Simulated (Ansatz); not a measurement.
# Squeezing and shearing glassy 43SiO2-23Al2O3-34BaO (mol %) (109 atoms), part 3 of 3

Aim: relax glassy 43SiO2-23Al2O3-34BaO (mol %) (109 atoms), then change its volume and shape to read moduli from the stress.

Ansatz 0.2.0; Kohn-Sham DFT, PBE, PAW (set soft_2), plane waves.

The cell: 15 Si, 16 Al, 12 Ba and 66 O. The quench rate of 50 K/ps is orders of magnitude faster than experiment. The network of bonds at the start is that of the classical potential that made the cell. The Brillouin zone is sampled at Γ only. No spin–orbit coupling is included.

So far. Step 9 (Volume -10 %): The relaxation converged after 14 steps, 4.93 eV below its start, with a largest force component of 0.026 eV/Å. Step 9 (Volume -10 %): Volume -10 %: the energy stands 3.04 eV above that of the reference, at a pressure of 6.21 GPa.

### Step 10. Stretched by 1 % along x

The relaxed cell is strained along x alone, which gives the stiffness along x and its coupling to y and z.

File input.yaml:

```yaml
crystal:
  lattice:
    - [12.03582, 0.13407, 0.16057]
    - [0.13541, 11.84578, -0.08808]
    - [0.16218, -0.08808, 11.52434]
  atoms:
    [... the 109 atom lines of step 4 ...]
kpoints:
  mp_grid: { grid: [1, 1, 1] }
hamiltonian:
  xc: pbe
scf:
  occupations: { method: fixed }
output:
  forces: true
  eigenvalues: true
  stress: true
relax:
  f_tol: 0.05
  max_steps: 70
```

Run with:

```sh
$ ansatz run input.yaml --threads 4 --pin off --max-ram 8192MiB --backend cpu --events-out ev --progress --plain --runs-dir out
```

Numbers of over 12 decimals in the logs are rounded to 6 here.

Output:

```text
[...]
Crystal: 109 atoms, lattice volume = 1642.453 Å³
Basis set: ecut = 420 eV, 32095 PW (Γ), exchange–correlation on 162×160×160 points (8 copies of the dense FFT grid, shifted against one another)
Bands: 421, of which v1, the nominal top of the filled ones, is band 312 counted from 1 (311 counted from 0)
Symmetry: 1 space group operations
[...]
k-points: 1
[...]
SCF iter   1: F=—  HF=-127133.379987 eV  |F-HF|=—  |Δ(HF+E_count)|=         —  Δρ=1.86e-3  dr2=7.35e-2  ethr=1.77e-3  ⟨swp⟩=5.0  Hψ=1609  notcnv=0  defer=105
[...]
SCF iter   6: F=-127133.386786 eV  HF=-127133.386785 eV  |F-HF|=1.35e-6  |Δ(HF+E_count)|=   4.75e-7  Δρ=2.95e-5  dr2=1.54e-5  ethr=1.00e-8  ⟨swp⟩=22.0  Hψ=3091  notcnv=0
SCF 1 converged in 6 iterations: F = -127133.386786 eV  dr2 = 1.54e-5
[...]
relax step   1: F+E_penalty+E_count = -127133.38678647 eV  Δ(F+E_penalty+E_count) = +0.000e0 eV  max|allowed force component| = 2.750e-1 eV/Å  Δτ_max = 0.0000 Å  (6 SCF iters, dr2 threshold 6.25e-5 eV, accepted)
[...]
relax step   2: F+E_penalty+E_count = -127133.39085877 eV  Δ(F+E_penalty+E_count) = -4.072e-3 eV  max|allowed force component| = 3.409e-1 eV/Å  Δτ_max = 0.0905 Å  (7 SCF iters, dr2 threshold 4.73e-6 eV, accepted)
[...]
relax step   3: F+E_penalty+E_count = -127133.44260883 eV  Δ(F+E_penalty+E_count) = -5.175e-2 eV  max|allowed force component| = 1.288e-1 eV/Å  Δτ_max = 0.0475 Å  (6 SCF iters, dr2 threshold 7.27e-6 eV, accepted)
relax step   4: F+E_penalty+E_count = -127133.44551653 eV  Δ(F+E_penalty+E_count) = -2.908e-3 eV  max|allowed force component| = 1.615e-1 eV/Å  Δτ_max = 0.0560 Å  (9 SCF iters, accepted)
relax step   5: F+E_penalty+E_count = -127133.46384270 eV  Δ(F+E_penalty+E_count) = -1.833e-2 eV  max|allowed force component| = 5.685e-2 eV/Å  Δτ_max = 0.0320 Å  (6 SCF iters, dr2 threshold 3.72e-6 eV, accepted)
relax step   6: F+E_penalty+E_count = -127133.43899888 eV  Δ(F+E_penalty+E_count) = +2.484e-2 eV  max|allowed force component| = 2.251e-1 eV/Å  Δτ_max = 0.1065 Å  (9 SCF iters, rejected (line search))
[...]
relax step   7: F+E_penalty+E_count = -127133.46760178 eV  Δ(F+E_penalty+E_count) = -3.759e-3 eV  max|allowed force component| = 3.978e-2 eV/Å  Δτ_max = 0.0246 Å  (9 SCF iters, accepted)
SCF converged after 9 iterations
Free energy (F): -127133.467602 eV
[...]
Internal energy: -127133.467602 eV  (E = F + TS)
E sigma→0 (E₀):  -127133.467602 eV
Fermi energy:    5.012394 eV
[...]
--- Forces (eV/Å), atoms counted from 1 ---
  atom   1  Si    -0.00372571    -0.01562911     0.00110691
  atom   2  Si     0.00867812     0.00160797     0.03079718
  atom   3  Si     0.01351087    -0.00697179     0.00677452
  atom   4  Si    -0.01730699     0.00170458    -0.00955878
  atom   5  Si    -0.00943068    -0.01806322    -0.01223828
  atom   6  Si     0.00146544    -0.00005048    -0.00364675
  atom   7  Si    -0.00260336    -0.01059251    -0.00477782
  atom   8  Si     0.00260939    -0.00942695    -0.01868600
  atom   9  Si     0.03978135     0.00362628    -0.03200697
  atom  10  Si    -0.01184302     0.02439356     0.00321724
  atom  11  Si    -0.01219765     0.00963499    -0.00107609
  atom  12  Si     0.01918858     0.00007680     0.00275474
  atom  13  Si    -0.00273155     0.00068371    -0.01037920
  atom  14  Si    -0.01925732    -0.00240431    -0.00698171
[...]
atom 108  O     -0.00407340    -0.01100577     0.00881403
  atom 109  O      0.00122991    -0.00510083    -0.00324850
  max |Σ_I F_I| component: 1.91e-4 eV/Å
--- Stress (GPa, compression-positive) ---
       -0.814530      -0.057043       0.070474
       -0.057042      -0.196685      -0.034462
        0.070470      -0.034465      -0.418519
  P = ⅓ Tr σ = -0.4766 GPa (-4.766 kbar)
--- Band table (eV) ---
[...]
--- Relaxed structure (7 steps of the walk, 6 accepted, 0 SCFs on fresh bases) ---
  F+E_penalty+E_count = -127133.46760178 eV   max|allowed force component| = 3.978e-2 eV/Å
  atoms:
    - { symbol: Si, position: [0.783379, 0.198008, 0.287700] }
    - { symbol: Si, position: [0.824553, 0.796324, 0.025126] }
    - { symbol: Si, position: [0.229509, 0.088190, 0.072656] }
    - { symbol: Si, position: [0.612217, 0.826959, 0.884562] }
[...]
- { symbol: O, position: [0.191092, 0.363442, 0.891216] }
```

Elapsed: 3.3 min, on 4 threads of Arm Neoverse V1, shared host; peak memory 2.2 GiB; 13 min of CPU time.

The relaxation converged after 7 steps, 0.0808 eV below its start, with a largest force component of 0.040 eV/Å.

Stretched by 1 % along x: the energy stands 0.0406 eV above that of the reference, at a pressure of -0.477 GPa.

### Step 11. Compressed by 1 % along x

The relaxed cell is strained along x alone, which gives the stiffness along x and its coupling to y and z.

input.yaml, the sections that differ from step 10:

```yaml
crystal:
  lattice:
    - [11.79748, 0.13407, 0.16057]
    - [0.13273, 11.84578, -0.08808]
    - [0.15896, -0.08808, 11.52434]
  atoms:
    [... the 109 atom lines of step 4 ...]
# kpoints, hamiltonian, scf, output, relax: as in step 10
```

Output:

```text
[...]
Crystal: 109 atoms, lattice volume = 1609.928 Å³
Basis set: ecut = 420 eV, 31471 PW (Γ), exchange–correlation on 160×160×160 points (8 copies of the dense FFT grid, shifted against one another)
Bands: 421, of which v1, the nominal top of the filled ones, is band 312 counted from 1 (311 counted from 0)
Symmetry: 1 space group operations
[...]
k-points: 1
[...]
SCF iter   1: F=—  HF=-127133.371019 eV  |F-HF|=—  |Δ(HF+E_count)|=         —  Δρ=1.89e-3  dr2=7.49e-2  ethr=1.77e-3  ⟨swp⟩=5.0  Hψ=1621  notcnv=0  defer=105
[...]
SCF iter   5: F=—  HF=-127133.377428 eV  |F-HF|=—  |Δ(HF+E_count)|=   1.11e-4  Δρ=1.06e-4  dr2=1.55e-4  ethr=6.30e-8  ⟨swp⟩=2.0  Hψ=618  notcnv=0  defer=107
SCF iter   6: F=-127133.377429 eV  HF=-127133.377427 eV  |F-HF|=2.77e-6  |Δ(HF+E_count)|=   1.16e-6  Δρ=2.77e-5  dr2=1.37e-5  ethr=1.00e-8  ⟨swp⟩=21.0  Hψ=3294  notcnv=0
SCF 1 converged in 6 iterations: F = -127133.377429 eV  dr2 = 1.37e-5
[...]
relax step   1: F+E_penalty+E_count = -127133.37742942 eV  Δ(F+E_penalty+E_count) = +0.000e0 eV  max|allowed force component| = 2.873e-1 eV/Å  Δτ_max = 0.0000 Å  (6 SCF iters, dr2 threshold 6.25e-5 eV, accepted)
[...]
relax step   2: F+E_penalty+E_count = -127133.38274967 eV  Δ(F+E_penalty+E_count) = -5.320e-3 eV  max|allowed force component| = 4.186e-1 eV/Å  Δτ_max = 0.0759 Å  (7 SCF iters, dr2 threshold 5.16e-6 eV, accepted)
[...]
relax step   3: F+E_penalty+E_count = -127133.43478651 eV  Δ(F+E_penalty+E_count) = -5.204e-2 eV  max|allowed force component| = 1.288e-1 eV/Å  Δτ_max = 0.0476 Å  (6 SCF iters, dr2 threshold 1.10e-5 eV, accepted)
relax step   4: F+E_penalty+E_count = -127133.30601273 eV  Δ(F+E_penalty+E_count) = +1.288e-1 eV  max|allowed force component| = 5.682e-1 eV/Å  Δτ_max = 0.2000 Å  (10 SCF iters, rejected (line search))
relax step   5: F+E_penalty+E_count = -127133.45523130 eV  Δ(F+E_penalty+E_count) = -2.044e-2 eV  max|allowed force component| = 8.353e-2 eV/Å  Δτ_max = 0.1000 Å  (9 SCF iters, accepted)
relax step   6: F+E_penalty+E_count = -127133.44244960 eV  Δ(F+E_penalty+E_count) = +1.278e-2 eV  max|allowed force component| = 1.435e-1 eV/Å  Δτ_max = 0.1000 Å  (9 SCF iters, rejected (line search))
[...]
relax step   7: F+E_penalty+E_count = -127133.45953459 eV  Δ(F+E_penalty+E_count) = -4.303e-3 eV  max|allowed force component| = 3.973e-2 eV/Å  Δτ_max = 0.0408 Å  (9 SCF iters, accepted)
SCF converged after 9 iterations
Free energy (F): -127133.459535 eV
[...]
Internal energy: -127133.459535 eV  (E = F + TS)
E sigma→0 (E₀):  -127133.459535 eV
Fermi energy:    5.225577 eV
[...]
Σ components = -127133.459535   (vs F -127133.459535, Δ=0.00e0)
--- Forces (eV/Å), atoms counted from 1 ---
  atom   1  Si     0.01960986    -0.00685650     0.00364675
  atom   2  Si    -0.02242535     0.02268520    -0.00968554
  atom   3  Si    -0.00371009     0.00044561    -0.00845204
  atom   4  Si    -0.00930171    -0.01228721    -0.00378592
[...]
atom 109  O     -0.00404012     0.00811300     0.00672177
  max |Σ_I F_I| component: 2.37e-4 eV/Å
--- Stress (GPa, compression-positive) ---
        0.841483       0.096171      -0.031675
        0.096170       0.239943      -0.025299
       -0.031679      -0.025302       0.421089
  P = ⅓ Tr σ = 0.5008 GPa (5.008 kbar)
--- Band table (eV) ---
[...]
--- Relaxed structure (7 steps of the walk, 5 accepted, 0 SCFs on fresh bases) ---
  F+E_penalty+E_count = -127133.45953459 eV   max|allowed force component| = 3.973e-2 eV/Å
  atoms:
    - { symbol: Si, position: [0.783258, 0.199234, 0.290211] }
    - { symbol: Si, position: [0.821760, 0.797205, 0.026420] }
    - { symbol: Si, position: [0.229132, 0.090672, 0.073278] }
    - { symbol: Si, position: [0.608879, 0.829039, 0.881742] }
[...]
- { symbol: O, position: [0.191722, 0.363219, 0.892731] }
```

Wall time 3.3 min (4 threads); peak memory 2.2 GiB; 13 min of CPU time.

The relaxation converged after 7 steps, 0.0821 eV below its start, with a largest force component of 0.040 eV/Å.

Compressed by 1 % along x: the energy stands 0.0487 eV above that of the reference, at a pressure of 0.501 GPa.

### Step 12. Sheared by 2 % in xy

A shear of the relaxed cell gives the modulus that volume changes can't reach.

input.yaml, the sections that differ from step 11:

```yaml
crystal:
  lattice:
    - [11.91799, 0.25324, 0.16057]
    - [0.25253, 11.84712, -0.08808]
    - [0.15969, -0.08647, 11.52434]
  atoms:
    [... the 109 atom lines of step 4 ...]
# kpoints, hamiltonian, scf, output, relax: as in step 11
```

Output:

```text
[...]
Crystal: 109 atoms, lattice volume = 1626.027 Å³
Basis set: ecut = 420 eV, 31771 PW (Γ), exchange–correlation on 160×160×160 points (8 copies of the dense FFT grid, shifted against one another)
Bands: 421, of which v1, the nominal top of the filled ones, is band 312 counted from 1 (311 counted from 0)
Symmetry: 1 space group operations
[...]
k-points: 1
[...]
SCF iter   1: F=—  HF=-127133.322735 eV  |F-HF|=—  |Δ(HF+E_count)|=         —  Δρ=1.93e-3  dr2=7.80e-2  ethr=1.77e-3  ⟨swp⟩=5.0  Hψ=1527  notcnv=0  defer=104
[...]
SCF iter   6: F=-127133.330396 eV  HF=-127133.330398 eV  |F-HF|=2.13e-6  |Δ(HF+E_count)|=   1.36e-5  Δρ=3.80e-5  dr2=2.44e-5  ethr=1.00e-8  ⟨swp⟩=23.0  Hψ=3056  notcnv=0
SCF 1 converged in 6 iterations: F = -127133.330396 eV  dr2 = 2.44e-5
[...]
relax step   1: F+E_penalty+E_count = -127133.33039565 eV  Δ(F+E_penalty+E_count) = +0.000e0 eV  max|allowed force component| = 4.901e-1 eV/Å  Δτ_max = 0.0000 Å  (6 SCF iters, dr2 threshold 6.25e-5 eV, accepted)
[...]
relax step   2: F+E_penalty+E_count = -127133.37165319 eV  Δ(F+E_penalty+E_count) = -4.126e-2 eV  max|allowed force component| = 2.934e-1 eV/Å  Δτ_max = 0.0829 Å  (6 SCF iters, dr2 threshold 1.50e-5 eV, accepted)
[...]
relax step   3: F+E_penalty+E_count = -127133.42330461 eV  Δ(F+E_penalty+E_count) = -5.165e-2 eV  max|allowed force component| = 1.328e-1 eV/Å  Δτ_max = 0.0499 Å  (6 SCF iters, dr2 threshold 5.38e-6 eV, accepted)
relax step   4: F+E_penalty+E_count = -127133.32272889 eV  Δ(F+E_penalty+E_count) = +1.006e-1 eV  max|allowed force component| = 3.705e-1 eV/Å  Δτ_max = 0.2000 Å  (8 SCF iters, dr2 threshold 3.61e-6 eV, rejected (line search))
relax step   5: F+E_penalty+E_count = -127133.44594718 eV  Δ(F+E_penalty+E_count) = -2.264e-2 eV  max|allowed force component| = 7.722e-2 eV/Å  Δτ_max = 0.0473 Å  (10 SCF iters, accepted)
relax step   6: F+E_penalty+E_count = -127133.42733348 eV  Δ(F+E_penalty+E_count) = +1.861e-2 eV  max|allowed force component| = 7.392e-2 eV/Å  Δτ_max = 0.1000 Å  (9 SCF iters, rejected (line search))
[...]
relax step   7: F+E_penalty+E_count = -127133.44912155 eV  Δ(F+E_penalty+E_count) = -3.174e-3 eV  max|allowed force component| = 3.224e-2 eV/Å  Δτ_max = 0.0283 Å  (9 SCF iters, accepted)
SCF converged after 9 iterations
Free energy (F): -127133.449122 eV
[...]
Internal energy: -127133.449122 eV  (E = F + TS)
E sigma→0 (E₀):  -127133.449122 eV
Fermi energy:    5.136253 eV
[...]
--- Forces (eV/Å), atoms counted from 1 ---
  atom   1  Si     0.00927354    -0.00314000     0.01394966
  atom   2  Si     0.00132982    -0.00022755    -0.00330492
  atom   3  Si    -0.00752619    -0.01406788     0.00156882
  atom   4  Si     0.01255157     0.00695949    -0.01646199
  atom   5  Si     0.00120057     0.00296467     0.01777627
  atom   6  Si     0.00968261     0.00384873     0.00490341
  atom   7  Si    -0.01936406    -0.01607461    -0.00438290
  atom   8  Si     0.01302660     0.00549139     0.01454481
  atom   9  Si    -0.00641184    -0.00366472    -0.00483333
  atom  10  Si     0.00450466     0.00421373    -0.00259086
  atom  11  Si     0.01978937     0.02257069    -0.02488314
  atom  12  Si     0.01232847    -0.00423285    -0.01286231
  atom  13  Si    -0.01068719     0.00143424     0.00951905
  atom  14  Si    -0.00943200     0.01414959     0.00848960
[...]
atom 108  O     -0.02293181    -0.01054526     0.00666647
  atom 109  O      0.00585598    -0.00738411    -0.00227772
  max |Σ_I F_I| component: 3.32e-4 eV/Å
--- Stress (GPa, compression-positive) ---
       -0.067739      -0.531305      -0.002143
       -0.531305      -0.125950      -0.047260
       -0.002147      -0.047264      -0.176494
  P = ⅓ Tr σ = -0.1234 GPa (-1.234 kbar)
--- Band table (eV) ---
[...]
--- Relaxed structure (7 steps of the walk, 5 accepted, 0 SCFs on fresh bases) ---
  F+E_penalty+E_count = -127133.44912155 eV   max|allowed force component| = 3.224e-2 eV/Å
  atoms:
    - { symbol: Si, position: [0.784224, 0.198878, 0.288589] }
    - { symbol: Si, position: [0.823614, 0.797334, 0.026407] }
    - { symbol: Si, position: [0.230498, 0.092492, 0.073457] }
    - { symbol: Si, position: [0.610531, 0.826917, 0.882207] }
[...]
- { symbol: O, position: [0.190161, 0.364193, 0.892000] }
```

Run time: 3.3 min. Hardware: 4 threads; peak memory 2.2 GiB.

The relaxation converged after 7 steps, 0.119 eV below its start, with a largest force component of 0.032 eV/Å.

Sheared by 2 % in xy: the energy stands 0.0591 eV above that of the reference, at a pressure of -0.123 GPa.

### Step 13. Pressure against volume

Atoms are relaxed at each volume, in the scaled cell.

```tsv
volume change (%)	volume (Å³/atom)	energy change (meV/atom)	pressure (GPa)	largest move on relaxing (Å)	bonds	gap (eV)
-10	13.427	27.86	6.21	0.70	233	3.91
-6	14.024	9.75	3.58	0.43	222	3.80
-3	14.472	2.54	1.73	0.25	220	3.70
+0	14.919	0.00	0.02	-	217	3.60
+3	15.367	2.15	-1.53	0.24	215	3.52
+6	15.814	7.74	-2.61	0.50	209	3.52
```

### Step 14. Uniaxial strain and shear

Stress (GPa, compression positive) less that of the relaxed cell, atoms relaxed:

```tsv
strain	xx	yy	zz	xy	energy change (meV/atom)
stretched by 1 % along x	-0.846	-0.223	-0.410	-0.062	0.37
compressed by 1 % along x	0.810	0.213	0.430	0.091	0.45
sheared by 2 % in xy	-0.100	-0.153	-0.168	-0.536	0.54
```

### Step 15. Findings

The bulk modulus, from the slope of pressure against ln V over the three points nearest the relaxed volume, is 54.3 GPa; a quadratic over all points gives a pressure derivative of about 2.8. The count of bonds runs from 209 to 233 over the series, so at some points contacts cross the cutoffs. At -10 % and +6 % some atom moved by over 0.5 Å on relaxing, so those points may sit in another local minimum. The gap goes from 3.91 eV at the smallest volume to 3.52 eV at the largest, -2.6 eV per unit of ln V by a straight line, on the run's k-points. In the Cartesian axes of the cell, finite differences give C11 = 82.8, C12 = 21.8, C13 = 42.0 and C66 = 26.8 GPa (the shear of 2 % is the engineering strain, εxy = 0.01). The mean of C11, C12 and C13, which equals the bulk modulus in a cubic or isotropic solid, is 48.9 GPa: it lies 10 % under the bulk modulus from the volumes. For an isotropic solid C66 would equal (C11 − C12)/2 = 30.5 GPa; so small a sample needn't be isotropic, and C66 rests on one shear. With the bulk modulus and C66 as K and G, Young's modulus would be about 69 GPa and Poisson's ratio 0.29.

**Limits.** Strains are finite and relaxations stop at the force tolerance of the input, which can leave moduli too stiff; they are those of a static cell at zero temperature. Volumes are changed with the cell's shape held, so in an anisotropic solid the modulus lies over the one under free hydrostatic load. The program notes that the SCF threshold of the relaxations is loose for the stress.

The DFT runs together took 44 min of wall time.

[Logs are printed without paths, hosts, clocks, repeated set-up lines and the standing remarks that a program may print on its own settings, such as how far it seeks lower states.]

[Hosts, paths, dates, database ids (printed as entryN), source tags and the programs' standing remarks are cut or masked in the printed files.]
